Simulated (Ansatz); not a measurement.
# VZnGaSe4, from a guessed structure to a relaxed one, part 2 of 2

This structure for VZnGaSe4 is made up. Its elements were placed in a known structure type with a cell scaled to their sizes. What cell does the guess relax to, and how far off was it?

Ansatz 0.2.0; DFT, PBE, plane-wave PAW, files of the set soft_1, scalar-relativistic, ferromagnetic start, cell and ions relaxed at zero pressure; PAW set soft_1 (the session's first sound run).

So far: Set-up; Relaxing cell and atoms. The relaxed cell has a = 5.620, c = 11.259 Å (conventional setting).

## 3. Electronic structure of the relaxed cell

With the geometry fixed, one more self-consistent run, with a narrower smearing and the mesh shown in its input, gives the bands, and its pressure, and its forces where symmetry allows any, show how far the geometry depends on these settings.

This step: DFT, PBE, plane-wave PAW, files of the set soft_1, scalar-relativistic, ferromagnetic start, bands and density of states at the relaxed cell; PAW set soft_1 (Ansatz 0.2.0).

input.yaml

```yaml
crystal:
  lattice:
    - [-2.8098307143, 2.8098307143, 5.6295656262]
    - [2.8098307143, -2.8098307143, 5.6295656262]
    - [2.8098307143, 2.8098307143, -5.6295656262]
  atoms:
    - { symbol: Se, position: [0.3847890112, 0.37252835, 0.4945878966] }
    - { symbol: Se, position: [0.1097988854, 0.6152109888, 0.9877393388] }
    - { symbol: Se, position: [0.8779404534, 0.8902011146, 0.5054121034] }
    - { symbol: Se, position: [0.62747165, 0.1220595466, 0.0122606612] }
    - { symbol: Ga, position: [0.0, 0.0, 0.0] }
    - { symbol: Zn, position: [0.5, 0.5, 0.0] }
    - { symbol: V, position: [0.25, 0.75, 0.5], spin: 1.7 }
magnetization:
  spin_polarized: true
kpoints:
  mp_grid: { grid: [8, 8, 8] }
  band_path:
    path:
      - [[0.0, 0.0, 0.0], [0.5, -0.5, 0.0], [0.5, -0.5, 0.12456056], [0.31228028, -0.31228028, 0.31228028], [0.0, 0.0, 0.0], [0.5, 0.5, -0.5], [0.68771972, 0.31228028, -0.31228028], [0.5, 0.0, 0.0], [0.75, -0.25, -0.25], [0.87543944, 0.12456056, -0.5], [0.5, 0.5, -0.5]]
      - [[0.5, -0.5, 0.0], [0.75, -0.25, -0.25]]
    npoints: 7
scf:
  occupations: { method: fermi_dirac, width: 0.03 }
  n_extra_bands: 12
hamiltonian:
  xc: pbe
  pseudopotentials: { kind: paw, azcp: { folder: soft_1 } }
output:
  forces: true
  stress: true
  write_bands: true
  dos: { projected: true }
  write_density: true
  write_potential: true
  elf: true
  volumetric_format: npy
```

The run is started by

```console
$ ansatz run input.yaml --threads 4 --pin off --max-ram 10240MiB --backend cpu --events-out ev --progress --plain --runs-dir out
```

Numbers of over 12 decimals in the logs are rounded to 6 here.

The log of the run:

```text
[...]
Crystal: 7 atoms, lattice volume = 177.785 Å³
Basis set: ecut = 420 eV, 3491 PW (Γ), exchange–correlation on 96×96×96 points (8 copies of the dense FFT grid, shifted against one another)
Bands: 63, of which v1, the nominal top of the filled ones, is band 51 counted from 1 (50 counted from 0)
Symmetry: 4 space group operations
[...]
k-points: 78 of 512 (time reversal used)
[...]
Starting moments: Σ|m| = 1.7 μB on 1 of 7 sites
[...]
SCF iter   1: F=—  HF=-31894.827122 eV  |F-HF|=—  |Δ(HF+E_count)|=         —  Δρ=3.38e-2 (↑3.38e-2 ↓1.92e-2)  dr2=6.62e0  dr2_m=3.34e-1  M=2.000 μB ∫|m|=2.409 μB  β_m=0.30  ethr=3.10e-3  ⟨swp⟩=6.0  Hψ=35174  notcnv=0
[...]
SCF iter  13: F=-31894.658673 eV  HF=-31894.658673 eV  |F-HF|=6.66e-8  |Δ(HF+E_count)|=   4.31e-8  Δρ=3.33e-6 (↑3.33e-6 ↓1.78e-6)  dr2=7.76e-8  dr2_m=1.06e-9  M=2.000 μB ∫|m|=2.351 μB  ethr=4.55e-11  ⟨swp⟩=12.4  Hψ=66693  notcnv=0
SCF 1 converged in 13 iterations: F = -31894.658673 eV  dr2 = 7.76e-8
[...]
NSCF: frozen V_eff on 79 k-points
SCF converged after 13 iterations
Magnetization: 1.9999 μB (51.9999 up, 50.0001 down)
Absolute magnetization: 2.3447 μB (∫|ρ↑−ρ↓|, with the PAW one-centre terms)
[...]
Per-site moments (μB) at R_I (Å): [(-0.026513, 1.004349), (-0.026513, 1.004349), (-0.026513, 1.004349), (-0.026513, 1.004349), (0.036262, 1.014830), (0.017025, 1.029059), (1.682836, 1.004349)]
Free energy (F): -31894.658673 eV
[...]
Internal energy: -31894.658631 eV  (E = F + TS)
E sigma→0 (E₀):  -31894.658652 eV
Entropy (-TS):   -0.000042 eV (-0.006 meV/atom)
Fermi energy:    7.041126 eV
[...]
--- Forces (eV/Å), atoms counted from 1 ---
  atom   1  Se     0.00111318    -0.00096429     0.00004010
  atom   2  Se     0.00096429     0.00111318    -0.00004010
  atom   3  Se    -0.00111318     0.00096429     0.00004010
  atom   4  Se    -0.00096429    -0.00111318    -0.00004010
  atom   5  Ga     0.00000000     0.00000000     0.00000000
  atom   6  Zn    -0.00000000     0.00000000     0.00000000
  atom   7  V      0.00000000     0.00000000     0.00000000
  max |Σ_I F_I| component: 7.73e-17 eV/Å
--- Stress (GPa, compression-positive) ---
       -0.008898      -0.000001      -0.000000
        0.000001      -0.008898      -0.000000
       -0.000000      -0.000000       0.017402
  P = ⅓ Tr σ = -0.0001 GPa (-0.001 kbar)
--- Band table (eV; the first three rows and the last of 156) ---
  k-point 0 ↑: bands = [... 47 lower, 4.9532, 4.9532, 4.9690, 6.0464, 6.3995, 7.9692, 7.9905, 8.1433, ... 8 higher]
  k-point 1 ↑: bands = [... 47 lower, 4.7150, 4.9569, 5.1021, 6.2433, 6.4345, 7.6874, 7.9572, 8.0992, ... 8 higher]
  k-point 2 ↑: bands = [... 47 lower, 4.5964, 5.0966, 5.1528, 6.4993, 6.5113, 7.6167, 7.7921, 7.9898, ... 8 higher]
  k-point 77 ↓: bands = [... 47 lower, 4.8147, 5.2699, 5.2699, 7.1440, 8.0450, 8.0450, 8.1919, 8.5665, ... 8 higher]
```

The job ended after 1.8 min (4 threads of Arm Neoverse V1, shared host; peak memory 1.5 GiB; 7.3 min of CPU time).

In the SCF lines HF is the Harris–Foulkes energy and dr2 the Hartree energy of the density residual, in eV; the loop may stop once dr2 is under the threshold and the program's other checks hold. Hψ counts applications of the Hamiltonian.

This step gave:

```yaml
free_energy: -31894.6587 eV
fermi_energy: 7.041 eV
gap_by_band_count: 0.2994 eV
magnetization: 2.000 μB
absolute_magnetization: 2.345 μB
site_moments: -0.02651, -0.02651, -0.02651, -0.02651, 0.03626, 0.01702, 1.683 μB
pressure: -1.31e-4 GPa
```

From bands.tsv, the bands that come nearest the gap along the path, at its corners, in eV from the valence-band top:

```tsv
point	band_50_up	band_51_up	band_52_up	band_53_up	band_54_up	band_50_dn	band_51_dn	band_52_dn
Γ	-0.80	-0.45	1.12	1.15	1.30	0.41	1.55	1.75
X	-0.26	-0.13	0.62	0.96	1.24	0.90	1.43	1.65
Y	-0.39	-0.07	0.48	0.90	1.14	0.89	1.44	1.48
S	-0.78	-0.03	0.46	0.72	0.85	0.90	1.23	1.49
Γ	-0.80	-0.45	1.12	1.15	1.30	0.41	1.55	1.75
Z	-1.22	-0.23	0.51	0.58	0.58	0.30	1.20	1.20
S1	-0.78	-0.03	0.46	0.72	0.85	0.90	1.23	1.49
N	-0.63	-0.06	0.52	0.65	1.06	0.88	1.41	1.53
P	-0.23	-0.05	0.75	0.95	1.08	1.32	1.50	1.66
Y1	-0.39	-0.07	0.48	0.90	1.14	0.89	1.44	1.48
Z	-1.22	-0.23	0.51	0.58	0.58	0.30	1.20	1.20
X	-0.26	-0.13	0.62	0.96	1.24	0.90	1.43	1.65
P	-0.23	-0.05	0.75	0.95	1.08	1.32	1.50	1.66
```

Highest filled and lowest empty level along the path:

```
distance (1/Å)  highest filled (eV)  lowest empty (eV)
          0.00                -0.45               0.41
          0.45                -0.28               0.82
          0.82                -0.13               0.62
          0.93                -0.10               0.53
          1.11                -0.03               0.43
          1.35                -0.04               0.47
          1.71                -0.26               0.77
          2.11                -0.45               0.41
          2.42                -0.38               0.47
          2.72                -0.21               0.32
          2.96                -0.06               0.47
          3.17                -0.04               0.48
          3.35                -0.06               0.52
          3.63                -0.07               0.72
          3.95                -0.05               0.75
          4.15                -0.10               0.66
          4.38                -0.02               0.42
          4.72                -0.14               0.46
          4.93                -0.13               0.63
          5.09                -0.07               0.79
```

Spin density in the ac plane of the conventional cell at fractional y = 0.000, with atoms of Ga and Zn and V within 0.2 Å of it.

Ten even steps from '_' (0.0 e/Å³) to '@' (1.8 e/Å³), each cell a mean:
```
________________________________
________________________________
________________________________
________________________________
________________________________
________________________________
________________________________
________________________________
________________________________
________________________________
________________________________
________________________________
________________________________
________________________________
________________________________
________________________________
______________--==..____________
__________..==##@@++::__________
__________..::**%%--..__________
______________::::..____________
________________________________
________________________________
________________________________
________________________________
```
Columns run along a (5.6 Å), rows up along c (11.3 Å), edges of the conventional cell, whose origin can differ from the input's. Atoms in or near the plane, at fractional coordinates: Ga at (0.00, 0.00), Zn at (0.00, 0.50), V at (0.50, 0.25).

Electrostatic potential energy in the ac plane of the conventional cell at fractional y = 0.000, with atoms of Ga and Zn and V within 0.2 Å of it. With pseudopotentials it is smooth inside the atoms' cores, unlike the true potential.

Ten even steps from '_' (-34 eV) to '@' (12 eV), each cell a mean:
```
@@@@**%%@@@@@@@@@@@@@@@@%%##%%@@
######%%@@@@@@@@@@@@@@@@@@%%####
%%%%@@@@@@@@@@@@@@@@@@@@@@@@%%%%
@@@@@@@@@@@@@@@@@@@@@@@@@@@@@@@@
@@@@@@@@@@@@@@@@@@@@@@@@@@@@@@@@
@@@@@@@@@@@@@@@@@@@@@@@@@@@@@@@@
@@@@@@@@@@@@@@@@@@@@@@@@@@@@@@@@
@@@@@@@@@@@@@@@@@@@@@@@@@@@@@@@@
@@@@@@@@@@@@@@@@@@@@@@@@@@@@@@@@
##%%%%@@@@@@@@@@@@@@@@@@@@@@%%%%
..--##%%@@@@@@@@@@@@@@@@@@%%++..
____==%%@@@@@@@@@@@@@@@@@@**..__
____++%%@@@@@@@@@@@@@@@@@@##::__
--++%%@@@@@@@@@@@@@@@@@@@@%%##==
%%@@@@@@@@@@@@@@@@@@@@@@@@@@@@%%
@@@@@@@@@@%%%%####%%%%@@@@@@@@@@
@@@@@@@@%%##==....::**%%@@@@@@@@
@@@@@@@@%%**..______--%%@@@@@@@@
@@@@@@@@%%**..______==%%@@@@@@@@
@@@@@@@@@@%%**----++##%%@@@@@@@@
@@@@@@@@@@@@%%%%%%%%@@@@@@@@@@@@
##%%%%@@@@@@@@@@@@@@@@@@@@%%%%##
%%####%%@@@@@@@@@@@@@@@@@@%%**%%
@@@@##%%@@@@@@@@@@@@@@@@%%##%%@@
```
Columns run along a (5.6 Å; values clipped at the 3rd and 97th percentile), rows up along c (11.3 Å), edges of the conventional cell, whose origin can differ from the input's. Atoms in or near the plane, at fractional coordinates: Ga at (0.00, 0.00), Zn at (0.00, 0.50), V at (0.50, 0.25).

Valence density in the ac plane of the conventional cell at fractional y = 0.000, with atoms of Ga and Zn and V within 0.2 Å of it. It is the smooth field of the valence electrons, not physical close to the nuclei.

Ten steps, logarithmic in the rise over the least value, from '0' (0 e/Å³) to '9' (30 e/Å³), each cell a mean:
```
8521000000000137
2210000000000112
0000000000000000
0000000000000000
0000000000000000
0000000000000000
0000000000000000
0000000000000000
0000000000000000
1100000000000001
4310000000000124
9620000000000148
8520000000000137
2210000000000112
0000000000000000
0000001111000000
0000012554100000
0000025786310000
0000014776310000
0000011342100000
0000000000000000
1110000000000011
4310000000000124
9621000000000148
```
Columns run along a (5.6 Å), rows up along c (11.3 Å), edges of the conventional cell, whose origin can differ from the input's. Atoms in or near the plane, at fractional coordinates: Ga at (0.00, 0.00), Zn at (0.00, 0.50), V at (0.50, 0.25).

## 4. Outcome

```yaml
space_group_relaxed: I-4
conventional_cell: a = 5.620, b = 5.620, c = 11.259 Å; α = 90.0°, β = 90.0°, γ = 90.0°
volume_per_atom: 25.40 Å³ (guess 23.90)
total_moment: 2.00 μB in the cell of 7 atoms
```

In words: VZnGaSe4 relaxes to I-4 with a = 5.620, b = 5.620 and c = 11.259 Å. The guessed volume was 6 % too small. The space group I-4 was held in the relaxation, so the end point is a stationary structure within it and may be a saddle against distortions or other arrangements. The input starts from parallel moments, and no other start was typed. It has an indirect Kohn–Sham gap of 0.30 eV, which semilocal functionals understate. On the 8×8×8 mesh with the narrower smearing (relaxed on 7×7×7) the largest force component is 0.001 eV/Å and the largest stress component is 0.017 GPa, within the relaxation's thresholds of 0.015 eV/Å and 0.05 GPa. The cutoff wasn't tested. No dispersion term is used, so weakly bound directions may come out too long. Nothing here tests whether the compound is stable against decomposition.

[Logs are printed without paths, hosts, clocks, repeated set-up lines and the standing remarks that a program may print on its own settings, such as how far it seeks lower states.]

[Hosts, paths, dates, database ids (printed as entryN), source tags and the programs' standing remarks are cut or masked in the printed files.]
